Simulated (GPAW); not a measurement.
# InSe (R3m): G0W0 on several meshes in GPAW

How does the mesh move the gap of InSe (R3m)?

Program: GPAW 26.7.0. Level of theory: LDA and many-body steps on it, plane waves. Results are calculated unless marked as measured.

The database entry behind the starting cell differs from later determinations by our own check (c about 1.5 % long), so it need not match the best structure at ambient conditions.

## (1) Set-up

Symmetry: R3m, No. 160, trigonal system. Conventional cell: a = 4.000 Å, b = 4.000 Å, c = 25.320 Å, α = 90.00°, β = 90.00°, γ = 120.00°. Nearest to In lie 3 Se at 2.64 Å and 1 In at 2.82 Å. Nearest to In lie 3 Se at 2.63 Å and 1 In at 2.82 Å. Nearest to Se lie 3 In at 2.64 Å. Se has 3 In at 2.63 Å nearest. Farther neighbours and most contacts between anions are not listed.

Coordinates:

```cif
data_structure
_symmetry_space_group_name_H-M 'R3m:H'
_symmetry_Int_Tables_number 160
_cell_length_a 4.0000
_cell_length_b 4.0000
_cell_length_c 25.3200
_cell_angle_alpha 90.000
_cell_angle_beta 90.000
_cell_angle_gamma 120.000
_cell_volume 350.84
loop_
_atom_site_label
_atom_site_type_symbol
_atom_site_symmetry_multiplicity
_atom_site_Wyckoff_symbol
_atom_site_fract_x
_atom_site_fract_y
_atom_site_fract_z
_atom_site_occupancy
In1 In 3 a 0.00000 0.00000 0.00000 1
In2 In 3 a 0.66667 0.33333 0.22193 1
Se1 Se 3 a 0.33333 0.66667 0.05017 1
Se2 Se 3 a 0.00000 0.00000 0.17190 1
```

The cell and positions come from the Crystallography Open Database and are kept as given unless a step says otherwise.

## (2) Empty states on the mesh, 4×4×4 mesh, 547 bands

This step: GPAW 26.7.0; DFT, LDA, plane waves, PAW.

The sums over transitions need many empty states on a uniform mesh; this step solves for them.

Input file run.py:

```python
import json
import numpy as np
from gpaw.mpi import world
from gpaw import GPAW

calc = GPAW('gs.gpw').fixed_density(kpts={'size': (4, 4, 4), 'gamma': True},
    parallel={'domain': 1, 'band': 1},
    txt='nscf.txt')
calc.diagonalize_full_hamiltonian(nbands=547)
calc.write('full.gpw', mode='all')
res = {}
kpts = calc.get_ibz_k_points()
res['kpts'] = kpts
res['eigenvalues'] = [calc.get_eigenvalues(kpt=k) for k in range(len(kpts))]
res['n_electrons'] = calc.get_number_of_electrons()

if world.rank == 0:
    with open('result.json', 'w') as f:
        json.dump(res, f, default=lambda x: x.tolist())
```

Started as:

```console
$ mpirun -n 8 gpaw python run.py
```

Numbers of over 12 decimals in the logs are rounded to 6 here.

Log:

```text
Diagonalizing LCAO Hamiltonian
Converting LCAO to pw mode
convergence criteria:
- Maximum integral of absolute [eigenst]ate change: 4e-08 eV^2 / valence electron
maximum number of iterations: 100

SCF iterations
|iter     |     time |      energy | eigst |  dens |
|iter:   1|  |             | +0.39 |       |
|iter:   2|  |             | -1.36 |       |
|iter:   3|  |             | -2.49 |       |
[...]
|iter:   7|  |             | -6.47 |       |
|iter:   8|  |             | -7.38 |       |
|iter:   9|  |             | -7.93c|       |
SCF steps: 9
  __  _  _
 | _ |_)|_||  |
 |__||  | ||/\| - 26.7.0

Input parameters:
  mode=PW(ecut=450.000000),
  convergence={'density': 1e-06, 'bands': -3},
  gpts=array([45, 45, 45]),
  kpts=MonkhorstPack(size=(4, 4, 4), gamma=True),
  maxiter=100,
  nbands=27,
  occupations=Occupations(name='fermi-dirac', width=0.001, fixmagmom=False),
  parallel={'domain': 1, 'band': 1},
  xc=XC(name='LDA')
Matrix size: 2495x2495
# Writing to full.gpw (mode='all')
  [... matrices ...]

timing:  # [seconds]
  Total: 17.069  # ━━━━━━━━━━━━━━━━━━━━━━━━━━━━━━━━━━━━━━━━━━━━━━━━━━━━━━━━━━
```

The job ended after 23 s (8 MPI ranks of AMD EPYC 9R45, shared host; peak memory 5.7 GiB).

Numbers from this step:

| Quantity | Value |
| --- | --- |
| gap | 0.2086 eV |
| k of the valence top | 0.5, 0.5, 0.5 |
| k of the conduction bottom | 0.5, 0.5, 0.5 |
| least direct gap | 0.2086 eV |
| k points computed | 13 |
| lowest point of the top converged band, above the valence top | 148.2476 eV |

On this mesh the gap is 0.209 eV.

## (3) 4×4×4

G0W0 replaces the xc potential by the self-energy, built once from these orbitals. Only a window of levels is corrected, while the sums run over the empty bands that the input names.

This step: G0W0 on LDA, plane waves, PAW.

Input file run.py:

```python
import json
import numpy as np
from gpaw.mpi import world
from gpaw.response.g0w0 import G0W0

gw = G0W0('full.gpw',
    filename='gw',
    kpts=[0, 12],
    bands=(17, 21),
    ecut=48,
    nbands=88,
    integrate_gamma='WS',
    ppa=True)
gw.calculate()
res = {mode: {k: v for k, v in r.items() if k != 'sigma_eskwn'}
       for mode, r in gw.all_results.items()}

if world.rank == 0:
    with open('result.json', 'w') as f:
        json.dump(res, f, default=lambda x: x.tolist())
```

Started as:

```console
$ mpirun -n 8 gpaw python run.py
```

Log:

```text
Using integrator: PointIntegrator
FrequencyGridDescriptor(from 0.000+0.000j to 0.000+27.211j eV, 2 points)
Nonperiodic BCs:  [False False False]
Using integrator: PointIntegrator
FrequencyGridDescriptor(from 0.000+0.000j to 0.000+27.211j eV, 2 points)
Nonperiodic BCs:  [False False False]
  ___  _ _ _
 |   || | | |
 | | || | | |
 |__ ||_____|
 |___|

BZ k-points: Symmetries present (total): 6

  [... matrices ...]
64 k-points: 4 x 4 x 4 Monkhorst-Pack grid + [1/8,1/8,1/8]
13 k-points in the irreducible part of the Brillouin zone
       k-points in crystal coordinates                weights
   0:     0.00000000    0.00000000    0.00000000          1/64
   1:     0.25000000    0.00000000   -0.25000000          6/64
   2:     0.25000000    0.00000000    0.00000000          6/64
   3:     0.25000000    0.25000000   -0.25000000          6/64
   4:     0.25000000    0.25000000    0.00000000          6/64
   5:     0.25000000    0.25000000    0.25000000          2/64
   6:     0.50000000    0.00000000    0.00000000          3/64
   7:     0.50000000    0.25000000   -0.25000000          6/64
   8:     0.50000000    0.25000000    0.00000000         12/64
   9:     0.50000000    0.25000000    0.25000000          6/64
          ...
  12:     0.50000000    0.50000000    0.50000000          1/64

Distributing spins, k-points and bands (1 x 2 x 4) over 8 processes
Number of blocks: 1

Quasi particle states:
k-points (IBZ indices): [0, 12]
Band range: (17, 21)
  [... matrices ...]
Computational parameters:
Plane wave cut-off: 48 eV
Number of bands: 88
Coulomb cutoff: None
Broadening: 0.1 eV

fxc modes: GW
Kernel: RPA
Using Godby-Needs plasmon-pole approximation:
  Fitting energy: i*E0, E0 = 1.000 Hartree
Summing all q:

Calculating screened Coulomb potential
No Coulomb truncation
FrequencyGridDescriptor(from 0.000+0.000j to 0.000+27.211j eV, 2 points)
Removing empty qpoint cache files...

Calculating chi0 body with:
    Ground state adapter containing:
    Number of spins: 1
    Number of kpoints: 64
    Number of irreducible kpoints: 13
    Number of completely occupied states: 19
    Number of partially occupied states: 19
    Occupied states memory: 26.418686 M / cpu

    Linear response parametrization:
    q_c: [0.0, 0.0, 0.0]
    Number of frequency points: 2
    Planewave cutoff: 48.0
    Number of bands: 88
    Number of planewaves: 87
    Broadening (eta): 1e-06
    comm.size: 8
    kncomm.size: 8
    blockcomm.size: 1

    Memory estimate of potentially large arrays:
        chi0_wGG: 0.230988 M / cpu
Integrating chi0 body.

Symmetries of q_c:
    Direct symmetries (Uq -> q): 6
    Indirect symmetries (TUq -> q): 6
In total 12 allowed symmetries.

  [... matrices ...]
13 groups of equivalent kpoints. 79.6875% reduction.

Integral kind: response function
Integrating chi0 head and wings.

Symmetries of q_c:
    Direct symmetries (Uq -> q): 6
    Indirect symmetries (TUq -> q): 6
In total 12 allowed symmetries.

  [... matrices ...]
13 groups of equivalent kpoints. 79.6875% reduction.

Integral kind: response function wings

Calculating chi0 body with:
    Ground state adapter containing:
    Number of spins: 1
    Number of kpoints: 64
    Number of irreducible kpoints: 13
    Number of completely occupied states: 19
    Number of partially occupied states: 19
    Occupied states memory: 26.418686 M / cpu

[... the further q-points ...]

Results:
f:      Occupation numbers
eps:     KS-eigenvalues [eV]
vxc:     KS vxc [eV]
exx:     Exact exchange [eV]
sigma:   Self-energies [eV]
dsigma:  Self-energy derivatives
Z:       Renormalization factors
qp:      QP-energies [eV]

k-point 0 (0): (0.000, 0.000, 0.000)                GW
band       f     eps     vxc     exx   sigma  dsigma       Z      qp
                                                                   GW
  17   1.000   3.171 -16.024 -18.109   2.311  -0.277   0.783   3.348
  18   1.000   3.171 -16.024 -18.109   2.312  -0.277   0.783   3.348
  19   0.000   5.930 -15.071 -10.908  -2.765  -0.259   0.794   7.041
  20   0.000   6.288 -13.036  -8.560  -3.222  -0.240   0.807   7.300

k-point 1 (12): (0.500, 0.500, 0.500)                GW
band       f     eps     vxc     exx   sigma  dsigma       Z      qp
                                                                   GW
  17   1.000   3.248 -16.203 -18.265   2.303  -0.276   0.784   3.437
  18   1.000   4.385 -15.106 -16.151   1.367  -0.267   0.789   4.640
  19   0.000   4.594 -14.250 -10.544  -2.407  -0.245   0.803   5.636
  20   0.000   6.358 -12.980  -8.353  -3.346  -0.243   0.805   7.389
```

It took 68 s on 8 MPI ranks; peak memory 4.9 GiB.

Numbers from this step:

| Property | Result |
| --- | --- |
| G0W0 gap on the points computed | 0.9970 eV |
| least direct G0W0 gap on the computed points | 0.9970 eV |
| Z at the valence top | 0.7892 |
| Z at the conduction bottom | 0.8030 |
| starting gap on the mesh | 0.2086 eV |
| k of the valence top | 0.5, 0.5, 0.5 |
| k of the conduction bottom | 0.5, 0.5, 0.5 |

The gap on the mesh goes from 0.21 eV to 1.00 eV, a correction of +0.79 eV.

## (4) Empty states on the mesh, 6×6×6 mesh, 98 bands

This step: DFT, LDA, plane waves, PAW.

Input file run.py:

```python
import json
import numpy as np
from gpaw.mpi import world
from gpaw import GPAW

calc = GPAW('gs.gpw').fixed_density(kpts={'size': (6, 6, 6), 'gamma': True},
    nbands=114,
    convergence={'bands': 98},
    txt='nscf.txt')
calc.write('full.gpw', mode='all')
res = {}
kpts = calc.get_ibz_k_points()
res['kpts'] = kpts
res['eigenvalues'] = [calc.get_eigenvalues(kpt=k) for k in range(len(kpts))]
res['n_electrons'] = calc.get_number_of_electrons()

if world.rank == 0:
    with open('result.json', 'w') as f:
        json.dump(res, f, default=lambda x: x.tolist())
```

Started as:

```console
$ mpirun -n 8 gpaw python run.py
```

Log:

```text
Diagonalizing LCAO Hamiltonian
Converting LCAO to pw mode
convergence criteria:
- Maximum integral of absolute [eigenst]ate change: 4e-08 eV^2 / valence electron
maximum number of iterations: 100

SCF iterations
|iter     |     time |      energy | eigst |  dens |
|iter:   1|  |             | +3.74 |       |
|iter:   2|  |             | +2.49 |       |
|iter:   3|  |             | +1.41 |       |
[...]
|iter:  14|  |             | -6.83 |       |
|iter:  15|  |             | -7.22 |       |
|iter:  16|  |             | -7.62c|       |
SCF steps: 16
  __  _  _
 | _ |_)|_||  |
 |__||  | ||/\| - 26.7.0

Input parameters:
  mode=PW(ecut=450.000000),
  convergence={'bands': 98},
  gpts=array([45, 45, 45]),
  kpts=MonkhorstPack(size=(6, 6, 6), gamma=True),
  maxiter=100,
  nbands=114,
  occupations=Occupations(name='fermi-dirac', width=0.001, fixmagmom=False),
  parallel={},
  xc=XC(name='LDA')
# Writing to full.gpw (mode='all')
  [... matrices ...]

timing:  # [seconds]
  Total: 0.055  # ━━━━━━━━━━━━━━━━━━━━━━━━━━━━━━━━━━━━━━━━━━━━━━━━━━━━━━━━━━━
```

Run time: 42 s. Hardware: 8 MPI ranks; peak memory 2.6 GiB.

This step gave:

```
gap                                                           : 0.2086 eV
k of the valence top                                          : 0.5, 0.5, 0.5
k of the conduction bottom                                    : 0.5, 0.5, 0.5
least direct gap                                              : 0.2086 eV
k points computed                                             : 32
lowest point of the top converged band, above the valence top : 38.64 eV
```

On this mesh the gap is 0.209 eV.

## (5) 6×6×6

This step: G0W0 on LDA, plane waves, PAW.

Input file run.py:

```python
import json
import numpy as np
from gpaw.mpi import world
from gpaw.response.g0w0 import G0W0

gw = G0W0('full.gpw',
    filename='gw',
    kpts=[0, 31],
    bands=(17, 21),
    ecut=48,
    nbands=88,
    integrate_gamma='WS',
    ppa=True)
gw.calculate()
res = {mode: {k: v for k, v in r.items() if k != 'sigma_eskwn'}
       for mode, r in gw.all_results.items()}

if world.rank == 0:
    with open('result.json', 'w') as f:
        json.dump(res, f, default=lambda x: x.tolist())
```

Started as:

```console
$ mpirun -n 8 gpaw python run.py
```

Log:

```text
Using integrator: PointIntegrator
FrequencyGridDescriptor(from 0.000+0.000j to 0.000+27.211j eV, 2 points)
Nonperiodic BCs:  [False False False]
Using integrator: PointIntegrator
FrequencyGridDescriptor(from 0.000+0.000j to 0.000+27.211j eV, 2 points)
Nonperiodic BCs:  [False False False]
  ___  _ _ _
 |   || | | |
 | | || | | |
 |__ ||_____|
 |___|

BZ k-points: Symmetries present (total): 6

  [... matrices ...]
216 k-points: 6 x 6 x 6 Monkhorst-Pack grid + [1/12,1/12,1/12]
32 k-points in the irreducible part of the Brillouin zone
       k-points in crystal coordinates                weights
   0:     0.00000000    0.00000000    0.00000000          1/216
   1:     0.16666667    0.00000000   -0.16666667          6/216
   2:     0.16666667    0.00000000    0.00000000          6/216
[...]
9:     0.33333333    0.00000000    0.00000000          6/216
          ...
  31:     0.50000000    0.50000000    0.50000000          1/216

Distributing spins, k-points and bands (1 x 2 x 4) over 8 processes
Number of blocks: 1

Quasi particle states:
k-points (IBZ indices): [0, 31]
Band range: (17, 21)
  [... matrices ...]
Computational parameters:
Plane wave cut-off: 48 eV
Number of bands: 88
Coulomb cutoff: None
Broadening: 0.1 eV

fxc modes: GW
Kernel: RPA
Using Godby-Needs plasmon-pole approximation:
  Fitting energy: i*E0, E0 = 1.000 Hartree
Summing all q:

Calculating screened Coulomb potential
No Coulomb truncation
FrequencyGridDescriptor(from 0.000+0.000j to 0.000+27.211j eV, 2 points)
Removing empty qpoint cache files...

Calculating chi0 body with:
    Ground state adapter containing:
    Number of spins: 1
    Number of kpoints: 216
    Number of irreducible kpoints: 32
    Number of completely occupied states: 19
[...]
q_c: [1.3877787807814457e-17, 1.3877787807814457e-17, 1.3877787807814457e-17]
    Number of frequency points: 2
    Planewave cutoff: 48.0
    Number of bands: 88
    Number of planewaves: 87
    Broadening (eta): 1e-06
    comm.size: 8
    kncomm.size: 8
    blockcomm.size: 1

    Memory estimate of potentially large arrays:
        chi0_wGG: 0.230988 M / cpu
Integrating chi0 body.

Symmetries of q_c:
    Direct symmetries (Uq -> q): 6
    Indirect symmetries (TUq -> q): 6
In total 12 allowed symmetries.

  [... matrices ...]
32 groups of equivalent kpoints. 85.185185% reduction.

Integral kind: response function
Integrating chi0 head and wings.

Symmetries of q_c:
    Direct symmetries (Uq -> q): 6
    Indirect symmetries (TUq -> q): 6
In total 12 allowed symmetries.

  [... matrices ...]
32 groups of equivalent kpoints. 85.185185% reduction.

Integral kind: response function wings

Calculating chi0 body with:
    Ground state adapter containing:
    Number of spins: 1
    Number of kpoints: 216
    Number of irreducible kpoints: 32
    Number of completely occupied states: 19
    Number of partially occupied states: 19
[... the further q-points ...]

Results:
f:      Occupation numbers
eps:     KS-eigenvalues [eV]
vxc:     KS vxc [eV]
exx:     Exact exchange [eV]
sigma:   Self-energies [eV]
dsigma:  Self-energy derivatives
Z:       Renormalization factors
qp:      QP-energies [eV]

k-point 0 (0): (0.000, 0.000, 0.000)                GW
band       f     eps     vxc     exx   sigma  dsigma       Z      qp
                                                                   GW
  17   1.000   3.171 -16.024 -17.976   2.178  -0.274   0.785   3.348
  18   1.000   3.171 -16.024 -17.976   2.178  -0.274   0.785   3.348
  19   0.000   5.930 -15.071 -11.032  -2.638  -0.256   0.796   7.046
[...]
k-point 1 (31): (0.500, 0.500, 0.500)                GW
band       f     eps     vxc     exx   sigma  dsigma       Z      qp
                                                                   GW
[...]
19   0.000   4.594 -14.250 -10.743  -2.216  -0.242   0.805   5.633
  20   0.000   6.358 -12.980  -8.477  -3.225  -0.239   0.807   7.390
```

Elapsed: 8.3 min, on 8 MPI ranks; peak memory 8.8 GiB; 66 min of CPU time.

This step gave:

```yaml
g0w0_gap_on_the_points_computed: 1.015 eV
least_direct_g0w0_gap_on_the_computed_points: 1.015 eV
z_at_the_valence_top: 0.7901
z_at_the_conduction_bottom: 0.8052
starting_gap_on_the_mesh: 0.2086 eV
k_of_the_valence_top: 0.5, 0.5, 0.5
k_of_the_conduction_bottom: 0.5, 0.5, 0.5
```

Against G0W0 in GPAW (4×4×4 mesh, 88 bands, screening to 48 eV, Godby-Needs plasmon pole), the gap moves by +0.018 eV.

## (6) Side by side

Times are wall times on 8 MPI ranks of AMD EPYC 9R45, shared host, good to a factor of about two.

```csv
run,mesh,bands,screening cutoff (eV),DFT gap (eV),gap on the mesh (eV),direct (eV),time
4×4×4,4×4×4,88,48,0.209,0.997,0.997,68 s
6×6×6,6×6×6,88,48,0.209,1.015,1.015,8.3 min
```

## (7) Results

* 4×4×4: 0.997 eV
* 6×6×6: 1.015 eV
* known limits: not at the basis limit; no spin-orbit coupling

What this shows: 6×6×6: +0.018 eV against 4×4×4. Bands and cutoff are finite, so the gap is not at the basis limit. The miss can reach some tenths of an eV and take either sign; the mesh is an error of its own. These stock PAW sets were not made for GW; the filled d or f shell of Se lies in the frozen core, which bears on start and correction. In the G0W0 runs levels were corrected at 2 k points alone, so a gap called «on the mesh» is the least over those, and an edge elsewhere would be missed. The many-body steps are scalar-relativistic: spin-orbit coupling is not in them.

[Paths, hosts, dates, memory and timing lines, banners, echoed tables and standing remarks are left out of the program output.]

[Logs are printed without paths, hosts, clocks, repeated set-up lines and the standing remarks that a program may print on its own settings, such as how far it seeks lower states.]

[Runs of the session that timed out or met a known fault of the program may be left out.]

[Hosts, paths, dates, database ids (printed as entryN), source tags and the programs' standing remarks are cut or masked in the printed files.]
